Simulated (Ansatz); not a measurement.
# NbTlSe3 (model cell, started as cubic perovskite with Nb in the octahedra): a soft mode frozen in

Wanted: the energy along a soft mode of NbTlSe3 (model cell, started as cubic perovskite with Nb in the octahedra) and the structure at the end.

Method: DFT PBEsol, scalar-relativistic, plane waves, PAW; PAW set soft_1, in Ansatz 0.2.0.

The structure was built from a prototype and need not be the compound's stable phase.

**1. The structure**

Symmetry: Pm-3m, No. 221, cubic system. Conventional cell: a = 5.037 Å, b = 5.037 Å, c = 5.037 Å, α = 90.00°, β = 90.00°, γ = 90.00°. Tl has 12 Se at 3.56 Å nearest. Nearest to Nb lie 6 Se at 2.52 Å. Nearest to Se lie 2 Nb at 2.52 Å. Farther neighbours and most contacts between anions are not listed.

**2. Response at finite wavevector**

The cell comes from relaxations at this level that are not shown. Stability and thermal properties need the whole zone. Linear response on a 2×2×2 q mesh gives force constants as far as a supercell of that size would.

Contents of input.yaml:

```yaml
crystal:
  lattice:
    - [5.0370892205, 0.0, 0.0]
    - [0.0, 5.0370892205, 0.0]
    - [0.0, 0.0, 5.0370892205]
  atoms:
    - { symbol: Tl, position: [0.0, 0.0, 0.0] }
    - { symbol: Nb, position: [0.5, 0.5, 0.5] }
    - { symbol: Se, position: [0.5, 0.5, 0.0] }
    - { symbol: Se, position: [0.5, 0.0, 0.5] }
    - { symbol: Se, position: [0.0, 0.5, 0.5] }
kpoints:
  mp_grid: { grid: [8, 8, 8] }
hamiltonian:
  xc: pbesol
  pseudopotentials: { kind: paw, azcp: { folder: soft_1 }, xc_functional: pbe }
scf:
  occupations: { method: methfessel_paxton, width: 0.2 }
output:
  eigenvalues: true
phonons:
  method: dfpt
  qmesh: [2, 2, 2]
  temperatures: { t_max: 1000, t_step: 50 }
  qpath:
    path:
      - [[0.0, 0.0, 0.0], [0.0, 0.5, 0.0], [0.5, 0.5, 0.0], [0.0, 0.0, 0.0], [0.5, 0.5, 0.5], [0.0, 0.5, 0.0]]
      - [[0.5, 0.5, 0.5], [0.5, 0.5, 0.0]]
    npoints: 10
```

On the command line:

```console
ansatz run input.yaml --threads 4 --pin off --max-ram 16384MiB --backend cpu --events-out ev --progress --plain --runs-dir out
```

Numbers of over 12 decimals in the logs are rounded to 6 here.

The log of the run:

```text
Engine: ansatz 0.2.0, aarch64-unknown-linux-gnu
Pseudopotentials: kind: paw
Pseudopotential: Tl, paw, valence charge 13, recommended cutoff 420 eV (normal), soft_1/Tl.paw.azcp
Pseudopotential: Nb, paw, valence charge 13, recommended cutoff 420 eV (normal), soft_1/Nb.paw.azcp
Pseudopotential: Se, paw, valence charge 16, recommended cutoff 420 eV (normal), soft_1/Se.paw.azcp
Functional definition: PBEsol
  exchange = pbesol_x
  correlation = pbesol_c
Crystal: 5 atoms, lattice volume = 127.802 Å³
Basis set: ecut = 420 eV, 2517 PW (Γ), exchange–correlation on 72×72×72 points (8 copies of the dense FFT grid, shifted against one another)
Bands: 45, of which v1, the nominal top of the filled ones, is band 37 counted from 1 (36 counted from 0)
Symmetry: 48 space group operations
k-points: 35 of 512
Non-local potential: Tl, projectors of the file, l = 0: 2, l = 1: 2, l = 2: 2, l = 3: 1
Non-local potential: Nb, projectors of the file, l = 0: 3, l = 1: 2, l = 2: 2, l = 3: 1
Non-local potential: Se, projectors of the file, l = 0: 2, l = 1: 2, l = 2: 3, l = 3: 1
PAW form: soft (Blöchl's): semilocal exchange-correlation on the pseudo side does not see the compensation charge
PAW frozen core: Tl, regenerated for the run's functional, and the local potential with it (the file was generated under x = pbe(κ = 0.804, μ = 0.219515), c = pbe(β = 0.066725))
PAW frozen core: Nb, regenerated for the run's functional, and the local potential with it (the file was generated under x = pbe(κ = 0.804, μ = 0.219515), c = pbe(β = 0.066725))
PAW frozen core: Se, regenerated for the run's functional, and the local potential with it (the file was generated under x = pbe(κ = 0.804, μ = 0.219515), c = pbe(β = 0.066725))
PAW one-centre angular grid: Tl, 590 points (default); XC on 64 Gauss nodes
PAW one-centre angular grid: Nb, 590 points (default); XC on 64 Gauss nodes
PAW one-centre angular grid: Se, 590 points (default); XC on 64 Gauss nodes
Initial density: superposition of atomic densities (chi_scale 0.1, normalization cell, long waves kept (reshape's long-wave potential 0.01 eV rms))
Initial wavefunctions: pseudopotential atomic-orbital guess
Functional: x = pbesol(κ = 0.804, μ = 0.123457), c = pbesol(β = 0.046)
SCF iter   1: F=—  HF=-32068.781948 eV  |F-HF|=—  |Δ(HF+E_count)|=         —  Δρ=3.90e-2  dr2=2.01e0  ethr=3.10e-3  ⟨swp⟩=6.3  Hψ=5559  notcnv=0
preconditioner: auto → Kerker (q_TF=auto, 2.491 Å⁻¹)  [metal: Δε(μ)=0.025 eV  Ē_g=10.020 eV  σ=0.200 eV  W_gap=0.10  n_scr=26 (ndim 8)  ℏωp=19.7 eV  f_vac=0.005  D(μ)=4.83/eV (n_scr^D=32)]
SCF iter   2: F=—  HF=-32068.223288 eV  |F-HF|=—  |Δ(HF+E_count)|=   5.59e-1  S|Δr|=    0.00e0  Δρ=2.27e-2  dr2=7.13e-1  ethr=2.71e-3  ⟨swp⟩=2.0  Hψ=2083  notcnv=0  defer=51
SCF iter   3: F=—  HF=-32067.941959 eV  |F-HF|=—  |Δ(HF+E_count)|=   2.81e-1  S|Δr|=    0.00e0  Δρ=4.37e-3  dr2=4.59e-2  ethr=9.64e-4  ⟨swp⟩=2.1  Hψ=2283  notcnv=0  defer=51
SCF iter   4: F=—  HF=-32067.930147 eV  |F-HF|=—  |Δ(HF+E_count)|=   1.18e-2  S|Δr|=    0.00e0  Δρ=1.98e-3  dr2=1.18e-2  ethr=6.20e-5  ⟨swp⟩=2.0  Hψ=3103  notcnv=0  defer=50
SCF iter   5: F=—  HF=-32067.927453 eV  |F-HF|=—  |Δ(HF+E_count)|=   2.69e-3  S|Δr|=    0.00e0  Δρ=8.48e-4  dr2=2.11e-3  ethr=1.59e-5  ⟨swp⟩=2.7  Hψ=2798  notcnv=0  defer=50
SCF iter   6: F=—  HF=-32067.926989 eV  |F-HF|=—  |Δ(HF+E_count)|=   4.63e-4  S|Δr|=    0.00e0  Δρ=2.86e-4  dr2=2.54e-4  ethr=2.86e-6  ⟨swp⟩=2.0  Hψ=1845  notcnv=0  defer=50
SCF iter   7: F=—  HF=-32067.926961 eV  |F-HF|=—  |Δ(HF+E_count)|=   2.84e-5  S|Δr|=    0.00e0  Δρ=7.45e-5  dr2=8.54e-6  ethr=3.43e-7  ⟨swp⟩=2.0  Hψ=2045  notcnv=0  defer=50
SCF iter   8: F=—  HF=-32067.926962 eV  |F-HF|=—  |Δ(HF+E_count)|=   1.37e-6  S|Δr|=    0.00e0  Δρ=1.75e-5  dr2=5.04e-7  ethr=1.15e-8  ⟨swp⟩=2.1  Hψ=2208  notcnv=0  defer=50
SCF iter   9: F=—  HF=-32067.926956 eV  |F-HF|=—  |Δ(HF+E_count)|=   6.79e-6  S|Δr|=    0.00e0  Δρ=4.69e-6  dr2=7.80e-8  ethr=6.81e-10  ⟨swp⟩=2.1  Hψ=2759  notcnv=0  defer=50
SCF iter  10: F=—  HF=-32067.926956 eV  |F-HF|=—  |Δ(HF+E_count)|=   9.60e-9  S|Δr|=    0.00e0  Δρ=1.77e-6  dr2=8.51e-9  ethr=1.05e-10  ⟨swp⟩=2.0  Hψ=2785  notcnv=0  defer=50
SCF iter  11: F=—  HF=-32067.926956 eV  |F-HF|=—  |Δ(HF+E_count)|=   1.57e-9  S|Δr|=    0.00e0  Δρ=7.53e-7  dr2=1.35e-9  ethr=1.15e-11  ⟨swp⟩=2.0  Hψ=2777  notcnv=0  defer=50
SCF iter  12: F=—  HF=-32067.926956 eV  |F-HF|=—  |Δ(HF+E_count)|=  4.33e-10  S|Δr|=    0.00e0  Δρ=2.21e-7  dr2=7.53e-11  ethr=1.83e-12  ⟨swp⟩=2.0  Hψ=2159  notcnv=0  defer=50
SCF iter  13: F=-32067.926956 eV  HF=-32067.926956 eV  |F-HF|=7.28e-12  |Δ(HF+E_count)|=  7.28e-11  S|Δr|=    0.00e0  Δρ=4.23e-8  dr2=2.34e-12  ethr=1.00e-12  ⟨swp⟩=11.1  Hψ=7881  notcnv=0
the search or the solves at the SCF's close seem to have found levels that the self-consistency loop had missed (the run counts 1). By its estimate they hold under 1e-12 electrons; where the run keeps them, the occupations were computed again with them
SCF 1 converged in 13 iterations: F = -32067.926956 eV  dr2 = 2.34e-12
  greatest PAW one-centre occupation: 1.000 electrons in one spin orbital (limit 2), on the Se atom at site 4 (counted from 0), in its partial waves of l = 2
Initial density: read from a saved state, or passed on in memory by an earlier SCF of this step, an earlier step, the calling program or the single point that the run made first
iter 1 solved again at ethr=1.73e-7 eV; its pass at ethr=3.10e-3 eV (dr2=1.28e-4 eV) is discarded
SCF iter   1: F=—  HF=-32067.926954 eV  |F-HF|=—  |Δ(HF+E_count)|=         —  Δρ=5.88e-7  dr2=6.56e-10  ethr=1.73e-7  ⟨swp⟩=3.0  Hψ=9434  notcnv=0
eigensolver tolerance schedule: the retry pair's looser diagonalisation over-reported the residual by 194591.51 of it (diagonalisation noise at an unbounded share of the residual, at the tolerance the schedule requests for it); recorded, not acted on — ethr = c·dr2/N_el stays at c = 1.0e-1
preconditioner: auto → LDOS  [metal: Δε(μ)=0.030 eV  Ē_g=9.531 eV  σ=0.200 eV  W_gap=0.13  n_scr=26 (ndim 8)  ℏωp=19.7 eV  f_vac=0.021  D(μ)=4.60/eV (n_scr^D=32)  β→1.0]
SCF iter   2: F=—  HF=-32067.926956 eV  |F-HF|=—  |Δ(HF+E_count)|=   1.24e-6  S|Δr|=    0.00e0  Δρ=7.46e-7  dr2=1.18e-9  ethr=1.00e-12  ⟨swp⟩=4.0  Hψ=4401  notcnv=0
SCF iter   3: F=—  HF=-32067.926956 eV  |F-HF|=—  |Δ(HF+E_count)|=  3.71e-10  S|Δr|=    0.00e0  Δρ=3.35e-7  dr2=1.97e-10  ethr=1.00e-12  ⟨swp⟩=2.0  Hψ=2813  notcnv=0
SCF iter   4: F=—  HF=-32067.926956 eV  |F-HF|=—  |Δ(HF+E_count)|=  7.28e-12  S|Δr|=    0.00e0  Δρ=2.38e-7  dr2=1.06e-10  ethr=1.00e-12  ⟨swp⟩=1.0  Hψ=1575  notcnv=0
SCF iter   5: F=—  HF=-32067.926956 eV  |F-HF|=—  |Δ(HF+E_count)|=  2.18e-11  S|Δr|=    0.00e0  Δρ=1.35e-7  dr2=3.38e-11  ethr=1.00e-12  ⟨swp⟩=1.0  Hψ=1575  notcnv=0
SCF iter   6: F=-32067.926956 eV  HF=-32067.926956 eV  |F-HF|=1.46e-11  |Δ(HF+E_count)|=    0.00e0  S|Δr|=    0.00e0  Δρ=1.47e-8  dr2=2.67e-13  ethr=1.00e-12  ⟨swp⟩=2.1  Hψ=4581  notcnv=0
SCF 2 converged in 6 iterations: F = -32067.926956 eV  dr2 = 2.67e-13
phonons: the bands overlap, so this run is a metal and interpolates without the dipole-dipole term. If the crystal is really an insulator or semiconductor, its LO-TO splitting is missing
NSCF: frozen V_eff on 35 k-points
NSCF: frozen V_eff on 125 k-points
DFPT response loops at q = (0, 0, 0) (fractional): preconditioner auto → Kerker (q_TF=auto, 2.491 Å⁻¹) (partly filled bands, converged f_vac=0.021); β = 1.00, the filter's whole step (`scf.mixing.beta` (0.50) is not read by the response loops under this deck's `scf.mixing.preconditioner`; to damp them name `kerker` or `kerker_dos`, under which they read `scf.mixing.beta`, and type it under 1.00, their step now; both keys bind the ground state too); Broyden in place of MSR1
NSCF: frozen V_eff on 250 k-points
DFPT response loops at q = (0, 0, -0.5) (fractional): mixed as the last ones told, above
NSCF: frozen V_eff on 250 k-points
DFPT response loops at q = (0, -0.5, -0.5) (fractional): mixed as the last ones told, above
NSCF: frozen V_eff on 250 k-points
DFPT response loops at q = (-0.5, -0.5, -0.5) (fractional): mixed as the last ones told, above
SCF converged after 13 iterations
Stability not checked: this state was not tested for a lower state beside it, because cold or Methfessel-Paxton smearing, or corrected tetrahedra, fill the levels in a way that the test cannot read (fill_not_monotonic; see scf.lower_state_search)
Free energy (F): -32067.926956 eV
Harris-Foulkes:  -32067.926956 eV  (|F-HF|=7.28e-12)
Internal energy: -32067.905491 eV  (E = F + TS)
E sigma→0 (E₀):  -32067.921589 eV
Entropy (-TS):   -0.021465 eV (-4.293 meV/atom)
Fermi energy:    8.911529 eV
--- Per-component energies (eV) ---
  E_band       = -1309.972349
  E_kinetic    = 969.820329
  E_local      = -10103.440759  (includes V_loc(G=0)·N_el)
  E_nonlocal   = -645.304871
  E_hartree    = 4994.069372
  E_xc         = -602.637440
  E_vxc        = -593.928069  (∫ρ·V_xc dr)
  E_paw        = -19321.637243  (= ΣΔE_a)
  E_vpaw       = -925.256556  (= ΣTr[D̂ρ^β])
  E_aug_tail   = -0.001122  (compensation charges beyond the density's cutoff)
  E_ewald      = -7362.026155
  E_core_change = 3.252398  (= ΣΔE_core)
  E_smearing   = -0.021465  (= −TS)
  E_closure    = 0.000000  (closes the sum)
  Σ components = -32067.926956   (vs F -32067.926956, Δ=0.00e0)
--- Band table (eV; the first three rows and the last of 35) ---
  k-point 0: bands = [... 33 lower, 7.6814, 8.0776, 8.0776, 8.0776, 8.2799, 8.2799, 8.2799, 10.0511, ... 4 higher]
  k-point 1: bands = [... 33 lower, 7.6142, 7.7763, 8.0812, 8.0913, 8.0913, 8.8553, 8.8553, 10.0541, ... 4 higher]
  k-point 2: bands = [... 33 lower, 7.4630, 7.5398, 8.0901, 8.1531, 8.1531, 9.6234, 9.6234, 10.0601, ... 4 higher]
  k-point 34: bands = [... 33 lower, 4.3535, 9.1568, 9.1568, 9.1568, 10.2762, 10.2762, 10.2762, 14.6874, ... 4 higher]
--- Phonons (Γ-DFPT): 4 representative perturbations + reference (Σ response iterations 12) ---
  ASR residual: 7.536e-5 → 0.000e0 eV/Å²; symmetrization residual: 6.099e-5 eV/Å²
  ASR residual per site (eV/Å²): 4.57e-5 1.43e-5 7.54e-5 7.54e-5 7.54e-5
  Γ frequencies (cm⁻¹): 0.00 0.00 0.00 12.93 12.93 12.93 60.27 60.27 60.27 63.69 63.69 63.69 225.66 225.66 225.66
--- Phonons (arbitrary-q DFPT): 4 irreducible q on the 2×2×2 mesh ---
  q = [0.0000, 0.0000, 0.0000] (star 1, of the zone-centre solve; hermiticity 1.12e-5, symmetrization 6.48e-12): -0.00 0.00 0.00 12.93 12.93 12.93 60.27 60.27 60.27 63.69 63.69 63.69 225.66 225.66 225.66
  q = [0.0000, 0.0000, -0.5000] (star 3, 9 solved perturbations in 975 linear systems a pass and spin channel, the states on 125 of 512 k-point pairs; hermiticity 2.74e-6, symmetrization 3.35e-12): -10.45 -10.45 13.41 13.41 20.31 55.54 55.54 67.93 84.00 84.13 84.13 185.21 221.73 221.73 245.14
  q = [0.0000, -0.5000, -0.5000] (star 3, 9 solved perturbations in 975 linear systems a pass and spin channel, the states on 125 of 512 k-point pairs; hermiticity 4.75e-6, symmetrization 1.20e-12): -56.97 -42.43 8.08 8.08 17.00 62.43 75.20 75.20 80.75 80.75 122.57 183.35 183.35 215.68 264.90
  q = [-0.5000, -0.5000, -0.5000] (star 1, 4 solved perturbations in 350 linear systems a pass and spin channel, the states on 125 of 512 k-point pairs; hermiticity 5.48e-6, symmetrization 2.77e-12): -130.99 -130.99 -54.98 -54.98 -54.98 14.39 14.39 14.39 118.30 118.30 118.30 182.15 182.15 182.15 283.20
  sum rule: each row above includes the acoustic sum rule's correction from the zone centre's row sums; it moved no ω² by more than (0.51 cm⁻¹)²
  mesh force constants: q→R imaginary residual 4.30e-18; ASR residual 7.536e-5 → 0.000e0 eV/Å²; symmetrization residual 7.105e-15 eV/Å²
  interpolated dispersion: 62 rows × 15 modes
  density of states and harmonic sums: on the 12×12×12 q-mesh, interpolated from the force constants of a 2×2×2 supercell (no non-analytic term)
  largest difference from the sums on the solved wave vectors: F 1.38e-1 eV, S 1.88e-4 and C_V 5.20e-5 eV/K
  zero-point energy: 0.082517 eV/cell   skipped modes (ω ≤ 0): 169, of them read as no rigid motion or as one in doubt: 166 (1.917e0 modes/cell left out, lowest -130.99 cm⁻¹)   left out of the sums: 1.28e-1 of the cell's modes: C_V's classical limit lies that fraction below 3 k_B per atom; for a crystal, a wire or a layer, F and S can be off by more, and a phonons.interpolated_qmesh denser along its periods is the remedy for the sampling
```

Run time: 8.1 min. Hardware: 4 threads of Arm Neoverse V1, shared host; peak memory 2 GiB; 32 min of CPU time.

Reading the cycles: dr2 is the Hartree energy of the density residual (eV), the measure of convergence; HF is the Harris–Foulkes estimate of the energy, which meets the free energy F at convergence.

Numbers from this step:

* volume per atom: 25.56 Å³
* gap on the k-mesh: 0 eV
* sum-rule residual before enforcement: 7.54e-5 eV/Å²
* lowest frequency on the path: -131.0 cm⁻¹
* point group: m-3m
* highest frequency on the path or at a solved wavevector: 284.2 cm⁻¹
* highest optical mode at the zone centre (no LO-TO term): 225.7 cm⁻¹
* lowest optical zone-centre mode: 12.93 cm⁻¹
* lowest mode on the q mesh (acoustic modes at Γ apart): -131.0 cm⁻¹

Frequencies (cm⁻¹) solved at each irreducible wavevector; negative means imaginary. Frequencies by wavevector, by row:

```csv
q in reciprocal lattice units,star,mode 1,mode 2,mode 3,mode 4,mode 13,mode 14,mode 15
0 0 0,1,0,0,0,12.9,225.7,225.7,225.7
0 0 -0.5,3,-10.4,-10.4,13.4,13.4,221.7,221.7,245.1
0 -0.5 -0.5,3,-57,-42.4,8.1,8.1,183.3,215.7,264.9
-0.5 -0.5 -0.5,1,-131,-131,-55,-55,182.2,182.2,283.2
```

Interpolated from a 2×2×2 q mesh. Phonon branches along the path, in cm⁻¹:

| point | branch 1 | branch 2 | branch 3 | branch 4 | branch 12 | branch 13 | branch 14 | branch 15 |
| --- | --- | --- | --- | --- | --- | --- | --- | --- |
| Γ | 0 | 0 | 0 | 13 | 64 | 226 | 226 | 226 |
| halfway | 11 | 11 | 16 | 18 | 135 | 224 | 224 | 236 |
| X | -10 | -10 | 13 | 13 | 185 | 222 | 222 | 245 |
| halfway | -29 | -19 | -4 | 12 | 173 | 184 | 219 | 262 |
| M | -57 | -42 | 8 | 8 | 183 | 183 | 216 | 265 |
| halfway | -13 | -6 | 13 | 14 | 136 | 197 | 221 | 255 |
| Γ | 0 | 0 | 0 | 13 | 64 | 226 | 226 | 226 |
| halfway | -21 | -21 | 6 | 18 | 136 | 187 | 187 | 273 |
| R | -131 | -131 | -55 | -55 | 182 | 182 | 182 | 283 |
| halfway | -25 | -24 | -13 | 7 | 154 | 178 | 184 | 280 |
| X | -10 | -10 | 13 | 13 | 185 | 222 | 222 | 245 |
| jump to R | -131 | -131 | -55 | -55 | 182 | 182 | 182 | 283 |
| halfway | -81 | -56 | -15 | -15 | 158 | 183 | 183 | 283 |
| M | -57 | -42 | 8 | 8 | 183 | 183 | 216 | 265 |

Symmetry leaves 4 wavevectors to solve. The lowest mode among them, the acoustic zeros apart, lies at q = (-0.5, -0.5, -0.5) and is imaginary, 131.0i cm⁻¹, so the energy falls along it.

**3. The mode frozen in, largest atomic shift 0 Å**

The mode followed lies at q = (-0.5, -0.5, -0.5) with frequency 131.0i cm⁻¹ and is 2-fold degenerate, the softest among the wavevectors solved. At small amplitude the distorted cell has space group no. 139 by a symmetry search on the positions. The undistorted cell that holds it gives the zero of energy on the same k mesh.

System of this step: NbTlSe3 (model cell, started as cubic perovskite with Nb in the octahedra). The structure is cubic, space group Pm-3m (No. 221). Conventional cell: a = 5.037 Å, b = 5.037 Å, c = 5.037 Å, α = 90.00°, β = 90.00°, γ = 90.00°. Tl has 12 Se at 3.56 Å nearest. Nearest to Nb lie 6 Se at 2.52 Å. Se has 2 Nb at 2.52 Å nearest. Farther neighbours and most contacts between anions are not listed.

input.yaml, the sections that differ from step 2:

```yaml
crystal:
  lattice:
    - [5.0370892205, 5.0370892205, 0.0]
    - [5.0370892205, 0.0, 5.0370892205]
    - [5.0370892205, 0.0, -5.0370892205]
  atoms:
    - { symbol: Tl, position: [0.0, 0.0, 0.0] }
    - { symbol: Tl, position: [0.0, 0.5, 0.5] }
    - { symbol: Nb, position: [0.5, 0.25, 0.75] }
    - { symbol: Nb, position: [0.5, 0.75, 0.25] }
    - { symbol: Se, position: [0.5, 0.0, 0.0] }
    - { symbol: Se, position: [0.5, 0.5, 0.5] }
    - { symbol: Se, position: [0.0, 0.5, 0.0] }
    - { symbol: Se, position: [0.0, 0.0, 0.5] }
    - { symbol: Se, position: [0.5, 0.0, 0.5] }
    - { symbol: Se, position: [0.5, 0.5, 0.0] }
output:
  forces: true
  stress: true
  eigenvalues: true
# kpoints, hamiltonian, scf: as in step 2
# phonons: removed
```

The log of the run:

```text
[...]
Crystal: 10 atoms, lattice volume = 255.605 Å³
Basis set: ecut = 420 eV, 5029 PW (Γ), exchange–correlation on 96×96×96 points (8 copies of the dense FFT grid, shifted against one another)
Bands: 89, of which v1, the nominal top of the filled ones, is band 74 counted from 1 (73 counted from 0)
Symmetry: 96 space group operations
[...]
k-points: 29 of 512
[...]
k-point 0: bands = [... 70 lower, 8.0796, 8.2792, 8.2792, 8.2792, 9.1546, 9.1546, 9.1546, 10.0530, ... 11 higher]
  k-point 1: bands = [... 70 lower, 8.0334, 8.5303, 8.5303, 8.6394, 9.0302, 9.0302, 9.0796, 10.1862, ... 11 higher]
  k-point 2: bands = [... 70 lower, 7.8516, 8.7054, 8.7054, 8.8781, 9.0092, 9.0092, 9.1242, 9.9757, ... 11 higher]
  k-point 28: bands = [... 70 lower, 7.3102, 7.3102, 8.3616, 8.3616, 9.7402, 9.7402, 10.5036, 10.5036, ... 11 higher]
[key lines of the parts left out:]
SCF converged after 10 iterations
Free energy (F): -64135.905839 eV
Fermi energy:    8.905370 eV
P = ⅓ Tr σ = -0.0869 GPa (-0.869 kbar)
```

Wall time 13 s (4 threads); peak memory 1.1 GiB; 51 s of CPU time.

This step gave:

```yaml
pressure: -0.08689 GPa
energy_from_the_undistorted_cell: 0 meV/atom
```

The run ends at a pressure of -0.09 GPa.

**4. The mode frozen in, largest atomic shift 0.04 Å**

The atoms are moved along the unstable eigenvector, the largest shift by 0.04 Å, with the cell fixed.

input.yaml, the sections that differ from step 3:

```yaml
crystal:
  lattice:
    - [5.0370892205, 5.0370892205, 0.0]
    - [5.0370892205, 0.0, 5.0370892205]
    - [5.0370892205, 0.0, -5.0370892205]
  atoms:
    - { symbol: Tl, position: [0.0, 0.0, 0.0] }
    - { symbol: Tl, position: [0.0, 0.5, 0.5] }
    - { symbol: Nb, position: [0.5, 0.25, 0.75] }
    - { symbol: Nb, position: [0.5, 0.75, 0.25] }
    - { symbol: Se, position: [0.5, -0.0019852736, 0.0019852736] }
    - { symbol: Se, position: [0.5, 0.5019852736, 0.4980147264] }
    - { symbol: Se, position: [0.0079410942, 0.4960294529, -0.0039705471] }
    - { symbol: Se, position: [-0.0079410942, 0.0039705471, 0.5039705471] }
    - { symbol: Se, position: [0.5, -0.0019852736, 0.4980147264] }
    - { symbol: Se, position: [0.5, 0.5019852736, 0.0019852736] }
# kpoints, hamiltonian, scf, output: as in step 3
```

The log of the run:

```text
[...]
Crystal: 10 atoms, lattice volume = 255.605 Å³
Basis set: ecut = 420 eV, 5029 PW (Γ), exchange–correlation on 96×96×96 points (8 copies of the dense FFT grid, shifted against one another)
Bands: 89, of which v1, the nominal top of the filled ones, is band 74 counted from 1 (73 counted from 0)
Symmetry: 16 space group operations
[...]
k-points: 59 of 512
[...]
k-point 0: bands = [... 70 lower, 8.0821, 8.2820, 8.2823, 8.2823, 9.1583, 9.1746, 9.1746, 10.0499, ... 11 higher]
  k-point 1: bands = [... 70 lower, 8.0358, 8.5071, 8.5215, 8.6267, 9.0408, 9.0622, 9.1017, 10.1876, ... 11 higher]
  k-point 2: bands = [... 70 lower, 7.8509, 8.6777, 8.6932, 8.8437, 9.0223, 9.0645, 9.1453, 9.9778, ... 11 higher]
  k-point 58: bands = [... 70 lower, 8.1092, 8.1194, 8.2558, 8.2558, 9.1665, 10.0706, 10.4544, 10.4544, ... 11 higher]
[key lines of the parts left out:]
SCF converged after 10 iterations
Free energy (F): -64135.908404 eV
Fermi energy:    8.909737 eV
P = ⅓ Tr σ = -0.0071 GPa (-0.071 kbar)
```

Wall time 26 s (4 threads); peak memory 1.4 GiB; 1.7 min of CPU time.

This step gave:

* pressure: -0.007110 GPa
* energy from the undistorted cell: -0.563 meV/atom

The energy, extrapolated to zero smearing, is -0.56 meV/atom against the undistorted cell.

The run ends at a pressure of -0.01 GPa, with forces up to 0.011 eV/Å.

(Continued in part 2 of 2.)

[Logs are printed without paths, hosts, clocks, repeated set-up lines and the standing remarks that a program may print on its own settings, such as how far it seeks lower states.]

[Hosts, paths, dates, database ids (printed as entryN), source tags and the programs' standing remarks are cut or masked in the printed files.]
